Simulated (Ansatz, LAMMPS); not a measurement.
# Local environments in glassy 68SiO2-14MgO-11ZnO-7BaO (mol %) (75 atoms)

Density of this cell: 2.53 g/cm³. The cell holds 75 atoms: 19 Si, 4 Mg, 3 Zn, 2 Ba and 47 O. Its edges and angles: a = 10.675 Å, b = 10.675 Å, c = 10.675 Å, α = 90.0°, β = 90.0°, γ = 90.0°. 75 atoms (19 Si, 4 Mg, 3 Zn, 2 Ba, 47 O) placed at random at 2.53 g/cm³, melted at 4000 K for 10 ps at fixed volume with the Morse and Coulomb pair potential with partial charges (Pedone, Malavasi, Menziani, Cormack and Segre, J. Phys. Chem. B 110, 11780 (2006)). Quenched from 4000 K to 300 K at 25 K/ps and fixed volume, held 5 ps, then minimised at fixed cell.

Method: Kohn-Sham DFT, PBE, PAW (set soft_2), plane waves (Ansatz 0.2.0; cutoff 420 eV, Γ point, fixed occupations), at the geometry as built.

The whole cell was solved; only parts of it are printed.

Local excerpt of 46 atoms (numbers count through the whole input) about O58, which bears the longest force; x, y, z are measured from there.

```tsv
atom	x	y	z	distance (Å)	Löwdin charge (e)	Fx	Fy	Fz (eV/Å)
O58	0.00	0.00	0.00	0.00	-1.01	0.67	-1.85	2.21
Si11	-0.72	0.85	-1.08	1.55	1.72	0.05	-0.50	-1.61
Zn26	1.83	-0.75	-0.36	2.01	1.49	0.10	0.90	-0.22
O69	0.15	2.21	-1.32	2.58	-0.83	-0.78	1.69	-0.59
O54	-2.32	0.89	-0.71	2.58	-0.82	-0.30	1.03	0.91
O38	-0.74	0.03	-2.47	2.58	-0.83	0.51	0.40	-0.18
Ba28	-1.91	-0.90	1.87	2.82	1.84	0.12	0.10	-0.29
O72	1.91	-1.42	1.51	2.82	-1.02	-1.78	-0.79	-1.98
O49	2.38	0.93	-1.39	2.91	-1.01	1.10	-1.39	-1.02
Si10	1.80	2.39	-1.11	3.19	1.72	-0.28	0.03	0.45
O43	2.02	2.89	0.38	3.55	-0.81	0.32	-0.52	0.69
O65	2.65	-2.55	-0.87	3.78	-1.00	-2.01	0.50	1.22
Mg22	1.48	-3.39	0.82	3.78	1.64	0.45	-0.88	1.01
O34	-3.30	-1.55	-1.05	3.79	-0.82	0.72	-0.36	0.04
Si14	-3.64	0.03	-1.15	3.82	1.75	0.80	-0.66	-0.29
Si16	-0.85	-0.82	-3.83	4.01	1.74	-1.21	0.97	-0.18
Si7	3.03	-0.92	2.47	4.02	1.75	-0.18	-0.66	1.17
O71	0.15	1.14	3.89	4.05	-0.80	0.05	0.22	-0.07
O61	-0.11	-3.49	2.16	4.10	-1.02	-0.55	0.26	-2.45
O73	-1.94	2.22	2.89	4.13	-0.99	-1.82	-0.89	-1.00
O44	0.54	3.35	2.46	4.20	-0.80	-0.12	-0.33	0.06
O63	-0.04	-1.64	3.92	4.25	-0.85	-1.02	-0.07	-0.49
O42	3.92	0.19	1.76	4.31	-0.79	-0.36	0.72	-0.41
Si6	-0.52	2.60	3.44	4.34	1.73	0.56	0.88	0.41
O74	-1.08	-2.33	-3.63	4.44	-0.97	0.04	-2.56	0.27
Si19	0.73	-0.28	4.38	4.45	1.72	-0.44	-0.63	-0.33
O53	2.27	-0.37	3.86	4.50	-0.83	0.96	0.77	0.77
Si17	1.87	3.87	1.66	4.61	1.74	-0.09	1.08	-0.14
O46	0.49	-0.36	-4.70	4.74	-0.82	1.00	0.61	0.96
O51	-3.94	0.45	-2.67	4.78	-0.82	-0.85	0.91	-0.45
O30	-4.79	0.22	-0.08	4.80	-0.80	-1.02	-0.15	0.05
O66	2.58	3.46	-2.09	4.80	-0.83	-0.42	0.19	-1.10
O67	-3.35	-3.34	0.87	4.81	-1.05	0.77	-0.30	2.04
Si5	-3.74	-3.09	-0.63	4.89	1.70	-1.48	1.01	-0.53
Si4	0.24	-3.30	3.66	4.94	1.71	1.04	0.18	0.63
O36	-4.35	0.59	2.52	5.06	-1.02	1.40	-0.42	1.19
O45	-2.24	-0.23	-4.55	5.08	-0.82	0.13	0.16	-0.94
Si1	3.90	-3.09	-1.66	5.25	1.76	2.16	-0.73	-0.94
O47	3.84	-2.26	2.90	5.31	-0.81	1.35	-0.36	-0.27
O41	-3.00	-4.11	-1.62	5.34	-1.07	1.42	-1.68	-1.11
O31	-3.50	4.08	-0.08	5.37	-1.04	2.41	0.59	-0.53
Ba27	3.43	1.13	-4.06	5.43	1.87	-0.07	-0.04	0.84
Si3	5.32	0.84	1.33	5.55	1.75	1.06	0.51	-0.46
Mg21	-2.51	4.68	-1.65	5.56	1.66	-0.98	0.57	0.59
O59	3.18	3.73	2.63	5.57	-0.82	0.10	-1.12	0.60
Si3	-5.35	0.84	1.33	5.58	1.75	1.06	0.51	-0.46
```

The surroundings of Ba27, one of the 2 Ba atoms, nearest first, numbered as they follow in the input and with coordinates relative to it.

```tsv
atom	x	y	z	distance (Å)	Löwdin charge (e)	Fx	Fy	Fz (eV/Å)
Ba27	0.00	0.00	0.00	0.00	1.87	-0.07	-0.04	0.84
O49	-1.05	-0.20	2.67	2.88	-1.01	1.10	-1.39	-1.02
O75	2.26	-1.74	-0.64	2.92	-0.85	-1.23	0.86	-0.71
O66	-0.85	2.33	1.96	3.17	-0.83	-0.42	0.19	-1.10
O57	1.37	2.83	0.62	3.20	-1.05	0.73	-0.85	-1.52
O53	-1.16	-1.50	-2.75	3.35	-0.83	0.96	0.77	0.77
O46	-2.94	-1.49	-0.65	3.36	-0.82	1.00	0.61	0.96
O33	0.88	-3.20	1.16	3.52	-0.83	-1.09	1.03	0.01
O29	3.41	0.66	-0.93	3.59	-1.02	-0.96	2.27	-0.67
Si10	-1.63	1.26	2.95	3.60	1.72	-0.28	0.03	0.45
Si12	3.52	-0.75	-0.25	3.61	1.71	1.08	-2.09	1.77
O51	3.30	-0.68	1.39	3.65	-0.82	-0.85	0.91	-0.45
Si18	1.74	-3.29	-0.23	3.72	1.72	1.02	-0.45	0.87
Si19	-2.70	-1.41	-2.24	3.78	1.72	-0.44	-0.63	-0.33
Si2	0.48	3.34	1.84	3.84	1.74	0.32	-0.20	1.16
Mg20	2.81	2.66	-0.76	3.95	1.62	-0.24	0.30	-0.05
O68	2.01	2.37	-2.62	4.06	-1.03	1.06	-0.85	1.90
O39	0.69	-3.88	-1.28	4.14	-0.80	-0.74	-0.05	-0.02
O71	-3.28	0.01	-2.73	4.27	-0.80	0.05	0.22	-0.07
O69	-3.28	1.08	2.74	4.41	-0.83	-0.78	1.69	-0.59
Zn26	-1.60	-1.88	3.70	4.44	1.49	0.10	0.90	-0.22
O38	-4.17	-1.10	1.58	4.60	-0.83	0.51	0.40	-0.18
O55	1.30	3.06	3.22	4.63	-0.81	-0.51	0.17	-0.02
Si7	-0.40	-2.05	-4.14	4.64	1.75	-0.18	-0.66	1.17
Zn25	3.49	0.95	-2.97	4.68	1.49	0.49	-0.22	-0.82
Si16	-4.28	-1.95	0.23	4.71	1.74	-1.21	0.97	-0.18
Si14	3.60	-1.10	2.90	4.76	1.75	0.80	-0.66	-0.29
O30	2.45	-0.91	3.98	4.76	-0.80	-1.02	-0.15	0.05
O59	-0.25	2.60	-3.99	4.77	-0.82	0.10	-1.12	0.60
Si1	0.47	-4.22	2.40	4.87	1.76	2.16	-0.73	-0.94
O65	-0.78	-3.68	3.19	4.93	-1.00	-2.01	0.50	1.22
Si13	1.12	3.31	-3.52	4.96	1.75	-1.36	0.16	-1.56
O42	0.49	-0.94	-4.85	4.97	-0.79	-0.36	0.72	-0.41
O43	-1.41	1.76	4.43	4.98	-0.81	0.32	-0.52	0.69
O36	2.89	-0.54	-4.10	5.05	-1.02	1.40	-0.42	1.19
O47	0.40	-3.39	-3.72	5.05	-0.81	1.35	-0.36	-0.27
O48	3.03	-4.11	-0.04	5.11	-1.00	1.47	-1.30	-0.12
Si11	-4.15	-0.28	2.97	5.12	1.72	0.05	-0.50	-1.61
O63	-3.47	-2.77	-2.70	5.20	-0.85	-1.02	-0.07	-0.49
O45	5.00	-1.36	-0.49	5.20	-0.82	0.13	0.16	-0.94
Si8	0.06	-4.52	-2.60	5.22	1.79	-1.34	1.07	-0.43
O60	0.21	4.93	1.81	5.26	-0.80	-0.81	0.12	-0.38
Si6	-3.96	1.47	-3.18	5.28	1.73	0.56	0.88	0.41
O52	-4.23	2.54	-1.97	5.31	-0.82	0.67	-0.09	1.20
O58	-3.43	-1.13	4.06	5.43	-1.01	0.67	-1.85	2.21
O35	-1.58	-4.59	-2.63	5.52	-0.81	0.36	-0.41	0.70
```

The surroundings of O41, whose charge lies farthest from its element's mean, nearest first, numbered as they follow in the input and with coordinates relative to it.

```tsv
atom	x	y	z	distance (Å)	Löwdin charge (e)	Fx	Fy	Fz (eV/Å)
O41	0.00	0.00	0.00	0.00	-1.07	1.42	-1.68	-1.11
Si5	-0.74	1.02	0.99	1.60	1.70	-1.48	1.01	-0.53
Mg21	0.49	-1.89	-0.03	1.95	1.66	-0.98	0.57	0.59
Zn24	0.50	0.43	-1.90	2.01	1.50	-0.16	1.45	-0.58
O67	-0.35	0.77	2.49	2.63	-1.05	0.77	-0.30	2.04
O34	-0.30	2.56	0.57	2.64	-0.82	0.72	-0.36	0.04
O64	-2.36	0.93	0.78	2.66	-0.82	-0.31	-0.13	0.54
O31	-0.50	-2.48	1.55	2.96	-1.04	2.41	0.59	-0.53
O48	-1.22	1.13	-2.48	2.98	-1.00	1.47	-1.30	-0.12
O56	0.68	-1.46	-2.69	3.14	-1.02	-0.75	-0.36	2.10
O74	1.92	1.79	-2.00	3.30	-0.97	0.04	-2.56	0.27
Mg23	-0.31	-0.80	3.65	3.75	1.66	-0.02	-0.20	0.02
O55	-2.95	-2.37	0.79	3.86	-0.81	-0.51	0.17	-0.02
Si9	-1.98	-2.69	2.01	3.90	1.73	-0.98	-0.78	-0.39
Si1	-3.78	1.02	-0.04	3.92	1.76	2.16	-0.73	-0.94
O60	-4.04	-0.50	-0.62	4.12	-0.80	-0.81	0.12	-0.38
O33	-3.36	2.04	-1.28	4.14	-0.83	-1.09	1.03	0.01
Si18	-2.51	1.96	-2.67	4.15	1.72	1.02	-0.45	0.87
Si14	-0.64	4.14	0.47	4.22	1.75	0.80	-0.66	-0.29
O57	-2.87	-2.60	-1.82	4.28	-1.05	0.73	-0.85	-1.52
Si2	-3.76	-2.09	-0.60	4.35	1.74	0.32	-0.20	1.16
O37	-2.22	-1.76	3.36	4.39	-0.87	0.70	1.28	0.36
Mg20	-1.43	-2.77	-3.20	4.47	1.62	-0.24	0.30	-0.05
Si16	2.14	3.29	-2.21	4.51	1.74	-1.21	0.97	-0.18
Si15	1.38	-1.47	-4.15	4.62	1.68	0.89	-0.20	-1.91
O51	-0.94	4.57	-1.05	4.78	-0.82	-0.85	0.91	-0.45
O38	2.26	4.14	-0.85	4.79	-0.83	0.51	0.40	-0.18
O61	2.89	0.62	3.78	4.80	-1.02	-0.55	0.26	-2.45
Ba28	1.09	3.21	3.49	4.87	1.84	0.12	0.10	-0.29
O45	0.75	3.89	-2.93	4.93	-0.82	0.13	0.16	-0.94
O30	-1.79	4.34	1.54	4.94	-0.80	-1.02	-0.15	0.05
O32	2.38	-0.20	-4.47	5.07	-0.80	0.23	0.30	1.18
O75	-1.99	3.50	-3.08	5.07	-0.85	-1.23	0.86	-0.71
O54	0.68	5.00	0.91	5.13	-0.82	-0.30	1.03	0.91
Mg22	4.47	0.73	2.44	5.15	1.64	0.45	-0.88	1.01
Si12	-0.72	4.49	-2.69	5.29	1.71	1.08	-2.09	1.77
O65	-5.02	1.56	0.75	5.32	-1.00	-2.01	0.50	1.22
O39	-3.55	1.37	-3.72	5.32	-0.80	-0.74	-0.05	-0.02
O58	3.00	4.11	1.62	5.34	-1.01	0.67	-1.85	2.21
O69	3.15	-4.35	0.30	5.38	-0.83	-0.78	1.69	-0.59
O62	-2.34	-4.14	2.60	5.42	-0.81	-0.74	-0.04	0.18
O50	0.24	-1.38	-5.26	5.44	-1.06	-1.46	0.20	-1.12
Si11	2.27	4.96	0.54	5.49	1.72	0.05	-0.50	-1.61
O50	0.24	-1.38	5.42	5.60	-1.06	-1.46	0.20	-1.12
O52	2.20	-2.89	-4.40	5.71	-0.82	0.67	-0.09	1.20
O40	4.90	-1.20	2.77	5.75	-1.03	-0.52	1.62	-0.61
```

Local excerpt of 22 atoms (numbers count through the whole input) about O56, picked at random; x, y, z are measured from there.

```tsv
atom	x	y	z	distance (Å)	Löwdin charge (e)	Fx	Fy	Fz (eV/Å)
O56	0.00	0.00	0.00	0.00	-1.02	-0.75	-0.36	2.10
Si15	0.70	-0.01	-1.46	1.62	1.68	0.89	-0.20	-1.91
Zn24	-0.18	1.90	0.79	2.06	1.50	-0.16	1.45	-0.58
Mg20	-2.12	-1.30	-0.51	2.54	1.62	-0.24	0.30	-0.05
O50	-0.44	0.08	-2.57	2.61	-1.06	-1.46	0.20	-1.12
O52	1.51	-1.42	-1.72	2.69	-0.82	0.67	-0.09	1.20
Mg21	-0.19	-0.42	2.66	2.70	1.66	-0.98	0.57	0.59
O32	1.70	1.26	-1.78	2.77	-0.80	0.23	0.30	1.18
O41	-0.68	1.46	2.69	3.14	-1.07	1.42	-1.68	-1.11
O48	-1.90	2.59	0.21	3.22	-1.00	1.47	-1.30	-0.12
O74	1.23	3.25	0.68	3.54	-0.97	0.04	-2.56	0.27
O29	-1.52	-3.31	-0.68	3.71	-1.02	-0.96	2.27	-0.67
O57	-3.56	-1.14	0.87	3.84	-1.05	0.73	-0.85	-1.52
O68	-2.92	-1.60	-2.37	4.08	-1.03	1.06	-0.85	1.90
Si6	1.79	-2.50	-2.93	4.25	1.73	0.56	0.88	0.41
Zn25	-1.44	-3.01	-2.71	4.30	1.49	0.49	-0.22	-0.82
Si4	2.55	2.28	-2.70	4.36	1.71	1.04	0.18	0.63
Mg23	-0.99	0.66	-4.34	4.50	1.66	-0.02	-0.20	0.02
O31	-1.18	-1.02	4.23	4.51	-1.04	2.41	0.59	-0.53
O73	0.37	-2.88	-3.48	4.53	-0.99	-1.82	-0.89	-1.00
Si5	-1.43	2.48	3.68	4.66	1.70	-1.48	1.01	-0.53
Si18	-3.19	3.42	0.02	4.68	1.72	1.02	-0.45	0.87
```

Length of the force by element:

```tsv
element	coordination	atoms	mean length of the force (eV/Å)	spread	least	most
Ba	all	2	0.588	0.258	0.330	0.846
Mg	all	4	0.821	0.534	0.200	1.41
O	all	47	1.54	0.702	0.233	2.96
Si	all	19	1.52	0.566	0.533	2.94
Zn	all	3	1.16	0.291	0.929	1.57
```

Löwdin charges by element (they lack the spilled electrons, 0.074 e an atom on average):

```tsv
element	coordination	atoms	mean charge (e)	spread	least	most
Ba	all	2	1.85	0.0143	1.84	1.87
Mg	all	4	1.64	0.0151	1.62	1.66
O	all	47	-0.897	0.102	-1.07	-0.793
Si	all	19	1.73	0.0241	1.68	1.79
Zn	all	3	1.49	0.0068	1.49	1.50
```

The quench rate of 25 K/ps is many orders above laboratory rates, so the cell is likely richer in defects and strain than a real sample. The network of bonds at the start is that of the classical potential that made the cell, and needn't be the one that DFT or experiment would give. Only the Γ point is sampled, in a cell whose shortest periodic width is 11 Å. The Löwdin charges lack the electrons that the projection spills, 0.074 e an atom on average.

[Logs are printed without paths, hosts, clocks, repeated set-up lines and the standing remarks that a program may print on its own settings, such as how far it seeks lower states.]

[Hosts, paths, dates, database ids (printed as entryN), source tags and the programs' standing remarks are cut or masked in the printed files.]
